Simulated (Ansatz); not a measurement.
# A bimetallic surface: Ru on Al(100), quarter in the top layer, both faces, part 2 of 4

Aim: core-level shifts, shell centres and work function of Ru on Al(100), quarter in the top layer, both faces.

Ansatz 0.2.0; DFT, PBE, plane-wave PAW, default files, scalar-relativistic (the session's first sound run).

So far, work function, upper face (eV): step 2 (the clean face) 4.29.

## (3) Relaxing the atoms

System of this step: Al9Ru. The cell holds 20 atoms: 2 Ru and 18 Al. Cell: a = 5.713 Å, b = 5.713 Å, c = 22.080 Å, α = 90.0°, β = 90.0°, γ = 90.0°. It derives from Al. How the cell was made: overlayer; added: Ru; how: quarter in the top layer, both faces. Regions: L1, 4 atoms (3 Al and 1 Ru); L2, 4 atoms (4 Al); L3, 4 atoms (4 Al); rest, 8 atoms (7 Al and 1 Ru). Vacuum lies along c.

The cut or typed positions aren't at rest, and spectra shift with geometry, so the relaxation comes first. 4 atoms are held to stand for the bulk.

The input, input.yaml:

```yaml
crystal:
  lattice:
    - [5.713422792, 0.0, 0.0]
    - [0.0, 5.713422792, 0.0]
    - [0.0, 0.0, 22.08]
  atoms:
    - { symbol: Ru, position: [0.0, 0.0, 0.682971014] }
    - { symbol: Al, position: [0.5, 0.0, 0.682971014] }
    - { symbol: Al, position: [0.0, 0.5, 0.682971014] }
    - { symbol: Al, position: [0.5, 0.5, 0.682971014] }
    - { symbol: Al, position: [0.25, 0.25, 0.591485507] }
    - { symbol: Al, position: [0.75, 0.25, 0.591485507] }
    - { symbol: Al, position: [0.25, 0.75, 0.591485507] }
    - { symbol: Al, position: [0.75, 0.75, 0.591485507] }
    - { symbol: Al, position: [0.0, 0.0, 0.5] }
    - { symbol: Al, position: [0.5, 0.0, 0.5] }
    - { symbol: Al, position: [0.0, 0.5, 0.5] }
    - { symbol: Al, position: [0.5, 0.5, 0.5] }
    - { symbol: Al, position: [0.25, 0.25, 0.408514493] }
    - { symbol: Al, position: [0.75, 0.25, 0.408514493] }
    - { symbol: Al, position: [0.25, 0.75, 0.408514493] }
    - { symbol: Al, position: [0.75, 0.75, 0.408514493] }
    - { symbol: Ru, position: [0.0, 0.0, 0.317028986] }
    - { symbol: Al, position: [0.5, 0.0, 0.317028986] }
    - { symbol: Al, position: [0.0, 0.5, 0.317028986] }
    - { symbol: Al, position: [0.5, 0.5, 0.317028986] }
kpoints:
  mp_grid: { grid: [6, 6, 1] }
scf:
  occupations: { method: fermi_dirac, width: 0.05 }
  n_extra_bands: 16
hamiltonian:
  xc: pbe
  pseudopotentials: { kind: paw }
output:
  forces: true
  write_potential: true
  volumetric_format: []
relax:
  f_tol: 0.03
  max_steps: 45
  constraints: [{ sites: [8, 9, 10, 11] }]
```

Run with:

```console
ansatz run input.yaml --threads 4 --pin off --max-ram 12288MiB --backend cpu --events-out ev --progress --plain --runs-dir out
```

Numbers of over 12 decimals in the logs are rounded to 6 here.

Output:

```text
[...]
Crystal: 20 atoms, lattice volume = 720.762 Å³
Basis set: ecut = 420 eV, 14181 PW (Γ), exchange–correlation on 80×80×300 points (8 copies of the dense FFT grid, shifted against one another)
Bands: 59, of which v1, the nominal top of the filled ones, is band 43 counted from 1 (42 counted from 0)
Symmetry: 16 space group operations
[...]
k-points: 10 of 36
[...]
SCF iter   1: F=—  HF=-21427.753869 eV  |F-HF|=—  |Δ(HF+E_count)|=         —  Δρ=2.38e-3  dr2=7.85e-2  ethr=1.77e-3  ⟨swp⟩=8.6  Hψ=3169  notcnv=0  defer=5
[...]
SCF iter   6: F=-21427.748148 eV  HF=-21427.748148 eV  |F-HF|=1.43e-7  |Δ(HF+E_count)|=   1.09e-6  Δρ=7.71e-6  dr2=8.36e-7  ethr=1.90e-8  ⟨swp⟩=11.3  Hψ=5443  notcnv=0
SCF 1 converged in 6 iterations: F = -21427.748148 eV  dr2 = 8.36e-7
[...]
relax step   1: F+E_penalty+E_count = -21427.74814793 eV  Δ(F+E_penalty+E_count) = +0.000e0 eV  max|allowed force component| = 2.432e0 eV/Å  Δτ_max = 0.0000 Å  (6 SCF iters, dr2 threshold 2.25e-5 eV, accepted)
[...]
SCF iter   6: F=-21428.827736 eV  HF=-21428.827740 eV  |F-HF|=3.54e-6  |Δ(HF+E_count)|=   7.98e-6  Δρ=1.92e-5  dr2=7.36e-6  ethr=1.16e-7  ⟨swp⟩=12.2  Hψ=5559  notcnv=0
SCF 2 converged in 6 iterations: F = -21428.827736 eV  dr2 = 7.36e-6
relax step   2: F+E_penalty+E_count = -21428.82773622 eV  Δ(F+E_penalty+E_count) = -1.080e0 eV  max|allowed force component| = 1.457e0 eV/Å  Δτ_max = 0.1989 Å  (6 SCF iters, dr2 threshold 1.00e-4 eV, accepted)
[...]
SCF iter   5: F=-21429.276769 eV  HF=-21429.276813 eV  |F-HF|=4.39e-5  |Δ(HF+E_count)|=   1.50e-5  Δρ=7.19e-5  dr2=7.78e-5  ethr=1.16e-7  ⟨swp⟩=12.4  Hψ=6064  notcnv=0
SCF 3 converged in 5 iterations: F = -21429.276769 eV  dr2 = 7.78e-5
relax step   3: F+E_penalty+E_count = -21429.27676888 eV  Δ(F+E_penalty+E_count) = -4.490e-1 eV  max|allowed force component| = 5.396e-1 eV/Å  Δτ_max = 0.1940 Å  (5 SCF iters, dr2 threshold 1.00e-4 eV, accepted)
[...]
relax step   4: F+E_penalty+E_count = -21429.61705814 eV  Δ(F+E_penalty+E_count) = -3.403e-1 eV  max|allowed force component| = 2.569e-1 eV/Å  Δτ_max = 0.1959 Å  (6 SCF iters, dr2 threshold 4.00e-5 eV, accepted)
[...]
relax step   5: F+E_penalty+E_count = -21429.66643886 eV  Δ(F+E_penalty+E_count) = -4.938e-2 eV  max|allowed force component| = 1.784e-1 eV/Å  Δτ_max = 0.1427 Å  (6 SCF iters, dr2 threshold 9.05e-6 eV, accepted)
[...]
relax step   6: F+E_penalty+E_count = -21429.67752111 eV  Δ(F+E_penalty+E_count) = -1.108e-2 eV  max|allowed force component| = 1.349e-1 eV/Å  Δτ_max = 0.0940 Å  (5 SCF iters, dr2 threshold 7.21e-6 eV, accepted)
[...]
relax step   7: F+E_penalty+E_count = -21429.68130755 eV  Δ(F+E_penalty+E_count) = -3.786e-3 eV  max|allowed force component| = 4.761e-3 eV/Å  Δτ_max = 0.0219 Å  (4 SCF iters, dr2 threshold 8.78e-6 eV, accepted)
[...]
SCF iter   4: F=-21429.681308 eV  HF=-21429.681308 eV  |F-HF|=7.40e-9  |Δ(HF+E_count)|=   4.44e-8  Δρ=9.15e-7  dr2=1.53e-8  ethr=1.16e-10  ⟨swp⟩=11.1  Hψ=4276  notcnv=0
SCF 8 converged in 4 iterations: F = -21429.681308 eV  dr2 = 1.53e-8
relax step   8: F+E_penalty+E_count = -21429.68130835 eV  Δ(F+E_penalty+E_count) = -8.075e-7 eV  max|allowed force component| = 4.806e-3 eV/Å  Δτ_max = 0.0000 Å  (4 SCF iters, accepted)
NSCF: frozen V_eff on 10 k-points
[...]
SCF converged after 4 iterations
Free energy (F): -21429.681308 eV
[...]
Internal energy: -21429.625116 eV  (E = F + TS)
E sigma→0 (E₀):  -21429.653212 eV
Entropy (-TS):   -0.056193 eV (-2.810 meV/atom)
Fermi energy:    1.783760 eV
[...]
--- Forces (eV/Å), atoms counted from 1 ---
  atom   1  Ru     0.00000000     0.00000000     0.00480612
  atom   2  Al     0.00000000     0.00000000     0.00462523
  atom   3  Al     0.00000000     0.00000000     0.00462523
  atom   4  Al     0.00000000     0.00000000     0.00090583
  atom   5  Al     0.00021062     0.00021062    -0.00441447
  atom   6  Al    -0.00021062     0.00021062    -0.00441447
  atom   7  Al     0.00021062    -0.00021062    -0.00441447
  atom   8  Al    -0.00021062    -0.00021062    -0.00441447
  atom   9  Al     0.00000000    -0.00000000     0.00000000
  atom  10  Al     0.00000000    -0.00000000     0.00000000
  atom  11  Al     0.00000000    -0.00000000     0.00000000
  atom  12  Al     0.00000000     0.00000000     0.00000000
  atom  13  Al     0.00021062     0.00021062     0.00441447
  atom  14  Al    -0.00021062     0.00021062     0.00441447
  atom  15  Al     0.00021062    -0.00021062     0.00441447
  atom  16  Al    -0.00021062    -0.00021062     0.00441447
  atom  17  Ru     0.00000000     0.00000000    -0.00480612
  atom  18  Al     0.00000000     0.00000000    -0.00462523
  atom  19  Al     0.00000000     0.00000000    -0.00462523
  atom  20  Al     0.00000000     0.00000000    -0.00090583
  max |Σ_I F_I| component: 1.55e-17 eV/Å
--- Band table (eV; the first three rows and the last of 10) ---
  k-point 0: bands = [... 39 lower, 1.1878, 1.2959, 1.2979, 1.3370, 1.5043, 1.5043, 1.6186, 1.9638, ... 12 higher]
  k-point 1: bands = [... 39 lower, 1.0659, 1.2381, 1.4229, 1.5405, 1.5884, 1.6386, 2.1246, 2.1654, ... 12 higher]
  k-point 2: bands = [... 39 lower, 0.9820, 0.9851, 1.1472, 1.2763, 1.4779, 1.8533, 2.3430, 2.3466, ... 12 higher]
  k-point 9: bands = [... 39 lower, 1.9303, 2.0645, 2.0645, 2.1250, 2.1250, 2.1627, 2.1832, 3.0637, ... 12 higher]
--- Relaxed structure (8 steps of the walk, 8 accepted, 0 SCFs on fresh bases) ---
  F+E_penalty+E_count = -21429.68130835 eV   max|allowed force component| = 4.806e-3 eV/Å
  atoms:
    - { symbol: Ru, position: [0, 0, 0.651801] }
    - { symbol: Al, position: [0.500000, 0, 0.683643] }
    - { symbol: Al, position: [0, 0.500000, 0.683643] }
    - { symbol: Al, position: [0.500000, 0.500000, 0.690941] }
    - { symbol: Al, position: [0.258934, 0.258934, 0.592954] }
    - { symbol: Al, position: [0.741066, 0.258934, 0.592954] }
    - { symbol: Al, position: [0.258934, 0.741066, 0.592954] }
    - { symbol: Al, position: [0.741066, 0.741066, 0.592954] }
    - { symbol: Al, position: [0.0, 0.0, 0.500000] }
    - { symbol: Al, position: [0.500000, 0.0, 0.500000] }
    - { symbol: Al, position: [0.0, 0.500000, 0.500000] }
    - { symbol: Al, position: [0.500000, 0.500000, 0.500000] }
    - { symbol: Al, position: [0.258934, 0.258934, 0.407046] }
    - { symbol: Al, position: [0.741066, 0.258934, 0.407046] }
    - { symbol: Al, position: [0.258934, 0.741066, 0.407046] }
    - { symbol: Al, position: [0.741066, 0.741066, 0.407046] }
    - { symbol: Ru, position: [0, 0, 0.348199] }
    - { symbol: Al, position: [0.500000, 0, 0.316357] }
    - { symbol: Al, position: [0, 0.500000, 0.316357] }
    - { symbol: Al, position: [0.500000, 0.500000, 0.309059] }
```

Elapsed: 47 s, on 4 threads of Arm Neoverse V2, shared host; peak memory 1.5 GiB; 3.1 min of CPU time.

The steps of the relaxation:

```csv
step,energy less that of the first step (eV),largest force component (eV/Å)
1,0.0000,2.4324
2,-1.0796,1.4567
3,-1.5286,0.5396
4,-1.8689,0.2569
5,-1.9183,0.1784
6,-1.9294,0.1349
7,-1.9332,0.0048
8,-1.9332,0.0048
```

Forces are held to the 16 operations that the run works with; a distortion that breaks them can't arise in this run.

The atoms that moved most (Å):

```csv
atom,dx,dy,dz,length
Ru1,0.000,0.000,-0.688,0.688
Ru17,0.000,0.000,0.688,0.688
Al20,0.000,0.000,-0.176,0.176
Al4,0.000,0.000,0.176,0.176
Al13,0.051,0.051,-0.032,0.079
Al5,0.051,0.051,0.032,0.079
Al14,-0.051,0.051,-0.032,0.079
Al15,0.051,-0.051,-0.032,0.079
```

This step gave:

```yaml
free_energy: -21429.6813 eV
energy_at_zero_smearing: -21429.6532 eV
smearing_term_ts: 0.05619 eV
fermi_energy: 1.784 eV
work_function_upper_face: 4.344 eV
work_function_lower_face: 4.344 eV
```

The relaxation ends 97 meV an atom lower, with a largest force component of 0.0048 eV/Å on the free atoms. Between step 2 and this run (20 atoms) the value for the work function, upper face moves from 4.29 eV to 4.34 eV.

## (4) Layer-resolved bands, DOS and potential

The main run: bands along the zone's path, each state's share in the top and middle regions, the DOS and the planar potential. The cell holds 4 small cells, so the bands are unfolded.

The input, input.yaml:

```yaml
crystal:
  lattice:
    - [5.713422792, 0.0, 0.0]
    - [0.0, 5.713422792, 0.0]
    - [0.0, 0.0, 22.08]
  atoms:
    - { symbol: Ru, position: [0.0, 0.0, 0.6518014248] }
    - { symbol: Al, position: [0.5, 0.0, 0.6836426493] }
    - { symbol: Al, position: [0.0, 0.5, 0.6836426493] }
    - { symbol: Al, position: [0.5, 0.5, 0.6909412591] }
    - { symbol: Al, position: [0.2589342027, 0.2589342027, 0.5929541912] }
    - { symbol: Al, position: [0.7410657973, 0.2589342027, 0.5929541912] }
    - { symbol: Al, position: [0.2589342027, 0.7410657973, 0.5929541912] }
    - { symbol: Al, position: [0.7410657973, 0.7410657973, 0.5929541912] }
    - { symbol: Al, position: [0.0, 0.0, 0.5] }
    - { symbol: Al, position: [0.5, 0.0, 0.5] }
    - { symbol: Al, position: [0.0, 0.5, 0.5] }
    - { symbol: Al, position: [0.5, 0.5, 0.5] }
    - { symbol: Al, position: [0.2589342027, 0.2589342027, 0.4070458088] }
    - { symbol: Al, position: [0.7410657973, 0.2589342027, 0.4070458088] }
    - { symbol: Al, position: [0.2589342027, 0.7410657973, 0.4070458088] }
    - { symbol: Al, position: [0.7410657973, 0.7410657973, 0.4070458088] }
    - { symbol: Ru, position: [0.0, 0.0, 0.3481985752] }
    - { symbol: Al, position: [0.5, 0.0, 0.3163573507] }
    - { symbol: Al, position: [0.0, 0.5, 0.3163573507] }
    - { symbol: Al, position: [0.5, 0.5, 0.3090587409] }
kpoints:
  mp_grid: { grid: [8, 8, 1] }
scf:
  occupations: { method: fermi_dirac, width: 0.05 }
  n_extra_bands: 21
hamiltonian:
  xc: pbe
  pseudopotentials: { kind: paw }
output:
  forces: true
  write_potential: true
  volumetric_format: []
  efg: { contact_densities: true }
  dos:
    projected:
      site_lists:
        layer_1: [3, 2, 1, 0]
        layer_2: [4, 5, 6, 7]
        layer_3: [8, 9, 10, 11]
        other_layers: [12, 13, 14, 15, 16, 17, 18, 19]
    de: 0.05
    e_range: [-30, 12]
    method: { smearing: { sigma: 0.15, scheme: gaussian } }
  eigenstates:
    kpoints:
      - [0.0, 0.0, 0.0]
      - [-0.07142857, -0.07142857, 0.0]
      - [-0.14285714, -0.14285714, 0.0]
      - [-0.21428571, -0.21428571, 0.0]
      - [-0.28571429, -0.28571429, 0.0]
      - [-0.35714286, -0.35714286, 0.0]
      # [... 24 more points ...]
      - [0.0, -0.2, 0.0]
      - [0.0, -0.1, 0.0]
    e_range: [-8.0, 4.0]
    unfold:
      supercell_matrix: [[2, 0, 0], [0, 2, 0], [0, 0, 1]]
      layers:
        axis: 3
        edges: [0.1279, 0.430284, 0.430384, 0.569614, 0.569714, 0.872099]
```

Output:

```text
[...]
Ru: output.efg is read without spin–orbit coupling, which moves field gradients at and beside such atoms by some per cent and up to a factor of two; PAW files take it under magnetization.noncollinear and magnetization.spin_orbit
[...]
Crystal: 20 atoms, lattice volume = 720.762 Å³
Basis set: ecut = 420 eV, 14181 PW (Γ), exchange–correlation on 80×80×300 points (8 copies of the dense FFT grid, shifted against one another)
Bands: 64, of which v1, the nominal top of the filled ones, is band 43 counted from 1 (42 counted from 0)
Symmetry: 16 space group operations
[...]
k-points: 15 of 64
[...]
SCF iter   1: F=—  HF=-21429.674525 eV  |F-HF|=—  |Δ(HF+E_count)|=         —  Δρ=2.79e-3  dr2=3.74e-1  ethr=1.77e-3  ⟨swp⟩=8.5  Hψ=5017  notcnv=0  defer=58
[...]
SCF iter   7: F=-21429.649782 eV  HF=-21429.649782 eV  |F-HF|=5.31e-8  |Δ(HF+E_count)|=   7.71e-7  Δρ=2.58e-6  dr2=6.78e-8  ethr=1.16e-10  ⟨swp⟩=30.9  Hψ=9613  notcnv=0
SCF 1 converged in 7 iterations: F = -21429.649782 eV  dr2 = 6.78e-8
[...]
SCF converged after 7 iterations
Free energy (F): -21429.649782 eV
[...]
Internal energy: -21429.590600 eV  (E = F + TS)
E sigma→0 (E₀):  -21429.620191 eV
Entropy (-TS):   -0.059181 eV (-2.959 meV/atom)
Fermi energy:    1.751741 eV
[...]
--- Forces (eV/Å), atoms counted from 1 ---
  atom   1  Ru     0.00000000     0.00000000     0.02750816
  atom   2  Al     0.00000000     0.00000000    -0.01525810
  atom   3  Al     0.00000000     0.00000000    -0.01525810
  atom   4  Al     0.00000000     0.00000000    -0.06137020
  atom   5  Al     0.02770167     0.02770167     0.04554373
  atom   6  Al    -0.02770167     0.02770167     0.04554373
  atom   7  Al     0.02770167    -0.02770167     0.04554373
  atom   8  Al    -0.02770167    -0.02770167     0.04554373
  atom   9  Al    -0.00000000     0.00000000     0.00000000
  atom  10  Al     0.00000000     0.00000000     0.00000000
  atom  11  Al     0.00000000    -0.00000000     0.00000000
  atom  12  Al     0.00000000     0.00000000     0.00000000
  atom  13  Al     0.02770167     0.02770167    -0.04554373
  atom  14  Al    -0.02770167     0.02770167    -0.04554373
  atom  15  Al     0.02770167    -0.02770167    -0.04554373
  atom  16  Al    -0.02770167    -0.02770167    -0.04554373
  atom  17  Ru     0.00000000     0.00000000    -0.02750816
  atom  18  Al     0.00000000     0.00000000     0.01525810
  atom  19  Al     0.00000000     0.00000000     0.01525810
  atom  20  Al     0.00000000     0.00000000     0.06137020
  max |Σ_I F_I| component: 2.78e-17 eV/Å
[...]
atom   1  Ru V_zz =    +3.414668   η = 0.0000   by run symmetry: allowed
            electrostatic potential = -6783.222876 V   contact ρ = 719469.103562 e/Å³
  atom   2  Al V_zz =    +2.482245   η = 0.1323   by run symmetry: allowed
            electrostatic potential = -1222.126042 V   contact ρ = 10089.629691 e/Å³
  atom   3  Al V_zz =    +2.482245   η = 0.1323   by run symmetry: allowed
            electrostatic potential = -1222.126042 V   contact ρ = 10089.629691 e/Å³
  atom   4  Al V_zz =    +0.087055   η = 0.0000   by run symmetry: allowed
            electrostatic potential = -1222.356234 V   contact ρ = 10090.490920 e/Å³
  atom   5  Al V_zz =    -2.574172   η = 0.3587   by run symmetry: allowed
            electrostatic potential = -1222.585765 V   contact ρ = 10086.160815 e/Å³
  atom   6  Al V_zz =    -2.574172   η = 0.3587   by run symmetry: allowed
            electrostatic potential = -1222.585765 V   contact ρ = 10086.160815 e/Å³
  atom   7  Al V_zz =    -2.574172   η = 0.3587   by run symmetry: allowed
            electrostatic potential = -1222.585765 V   contact ρ = 10086.160815 e/Å³
  atom   8  Al V_zz =    -2.574172   η = 0.3587   by run symmetry: allowed
            electrostatic potential = -1222.585765 V   contact ρ = 10086.160815 e/Å³
  atom   9  Al V_zz =    +2.325185   η = 0.0000   by run symmetry: allowed
            electrostatic potential = -1221.970532 V   contact ρ = 10087.261051 e/Å³
  atom  10  Al V_zz =    +0.597325   η = 0.6366   by run symmetry: allowed
            electrostatic potential = -1222.304117 V   contact ρ = 10087.091381 e/Å³
  atom  11  Al V_zz =    +0.597325   η = 0.6366   by run symmetry: allowed
            electrostatic potential = -1222.304117 V   contact ρ = 10087.091381 e/Å³
  atom  12  Al V_zz =    -0.202093   η = 0.0000   by run symmetry: allowed
            electrostatic potential = -1222.209525 V   contact ρ = 10087.961350 e/Å³
  atom  13  Al V_zz =    -2.574172   η = 0.3587   by run symmetry: allowed
            electrostatic potential = -1222.585765 V   contact ρ = 10086.160815 e/Å³
  atom  14  Al V_zz =    -2.574172   η = 0.3587   by run symmetry: allowed
            electrostatic potential = -1222.585765 V   contact ρ = 10086.160815 e/Å³
  atom  15  Al V_zz =    -2.574172   η = 0.3587   by run symmetry: allowed
            electrostatic potential = -1222.585765 V   contact ρ = 10086.160815 e/Å³
  atom  16  Al V_zz =    -2.574172   η = 0.3587   by run symmetry: allowed
            electrostatic potential = -1222.585765 V   contact ρ = 10086.160815 e/Å³
  atom  17  Ru V_zz =    +3.414668   η = 0.0000   by run symmetry: allowed
            electrostatic potential = -6783.222876 V   contact ρ = 719469.103562 e/Å³
  atom  18  Al V_zz =    +2.482245   η = 0.1323   by run symmetry: allowed
            electrostatic potential = -1222.126042 V   contact ρ = 10089.629691 e/Å³
  atom  19  Al V_zz =    +2.482245   η = 0.1323   by run symmetry: allowed
            electrostatic potential = -1222.126042 V   contact ρ = 10089.629691 e/Å³
  atom  20  Al V_zz =    +0.087055   η = 0.0000   by run symmetry: allowed
            electrostatic potential = -1222.356234 V   contact ρ = 10090.490920 e/Å³
--- Band table (eV; the first three rows and the last of 15) ---
  k-point 0: bands = [... 39 lower, 1.1756, 1.2859, 1.2881, 1.3251, 1.4992, 1.4992, 1.6118, 1.9636, ... 17 higher]
  k-point 1: bands = [... 39 lower, 1.1636, 1.2533, 1.4487, 1.5304, 1.5938, 1.6564, 1.8843, 1.9512, ... 17 higher]
  k-point 2: bands = [... 39 lower, 1.0069, 1.1422, 1.3486, 1.3653, 1.4220, 1.7144, 2.1313, 2.4340, ... 17 higher]
  k-point 14: bands = [... 39 lower, 1.9395, 2.0610, 2.0610, 2.1273, 2.1273, 2.1577, 2.1644, 3.0692, ... 17 higher]
```

It took 42 s on 4 threads; peak memory 2 GiB; 2.8 min of CPU time.

The column dr2 measures how far the density is from self-consistency, as an energy; F and HF (Harris–Foulkes) agree once it is small.

This step gave:

- free energy: -21429.6498 eV
- energy at zero smearing: -21429.6202 eV
- smearing term TS: 0.05918 eV
- Fermi energy: 1.752 eV
- share of occupied states in no projected shell: 0.0126 of the occupied states in the window
- DOS at the Fermi level: 7.446 states/eV/cell
- work function, upper face: 4.376 eV
- work function, lower face: 4.376 eV

A(k,E), total over k along the path and E. Zero: Fermi level.

Ten even steps from '0' (0.03 eV⁻¹) to '9' (4.08 eV⁻¹), each cell a mean:
```
33442333432311112111211111122244323
34342234442101111221201212222252443
65335322334211111333121243221224456
33554424332211111222121222233337443
34632342221110000121212111233234433
64333554311110001132333111211222646
57345334211111121112222432111122475
86542232321122322113333333223335578
54433432233211211223432122233343335
55665432222333233233333333444544455
23566433222221012333444212344456532
44333322221112221112322334323332454
96443332332211211111131343222212269
24213111012222122222224233433333542
01311221000011111100132222222334410
00220022100000000000113331123344100
00112000120000000001113234543441000
00021210012100000121011322235310000
00002111000122222200110244542000000
00001011200001110001201143210000000
00000310021000000011012200000000000
00000021001210001220121100000000000
```
Columns: k along the path (Å⁻¹) from 0 to 3.75; rows upwards: E (eV) from -7.7 to 3.28.

A(k,E), top over k along the path and E. Zero: Fermi level.

Ten even steps from '0' (0.01 eV⁻¹) to '9' (1.55 eV⁻¹), each cell a mean:
```
32332333332211111111212111122234223
33332234331101111121201212222231333
54225321233211211233121343221212355
23444423222222122212221222233334332
33532332211111101111212122332233333
64332343211111111122333112211222346
56333223211112122111223433211122465
65432222321123432222344343223346666
33433422233222222233432122233453333
34575332223443333344333333445544443
12566543333331113443444312454456521
44333333322112222122322434323332454
96443333333222321112121343221212269
23213111112232123222224233433233542
01211221000111211101132212222333310
00120022100000000000112321123333000
00012000120000000001112234553321000
00011210012100000121011222223200000
00001111000122222100110233331000000
00001011200001110001202122100000000
00000210021000000011012100000000000
00000012001210001220121000000000000
```
Columns: k along the path (Å⁻¹) from 0 to 3.75; rows upwards: E (eV) from -7.7 to 3.28.

(Continued in part 3 of 4.)

[Logs are printed without paths, hosts, clocks, repeated set-up lines and the standing remarks that a program may print on its own settings, such as how far it seeks lower states.]

[Hosts, paths, dates, database ids (printed as entryN), source tags and the programs' standing remarks are cut or masked in the printed files.]

[Maps of the electrostatic potential energy from Ansatz leave out the sawtooth potential of an applied field or a dipole correction, so their vacuum need not be flat; work functions include it.]
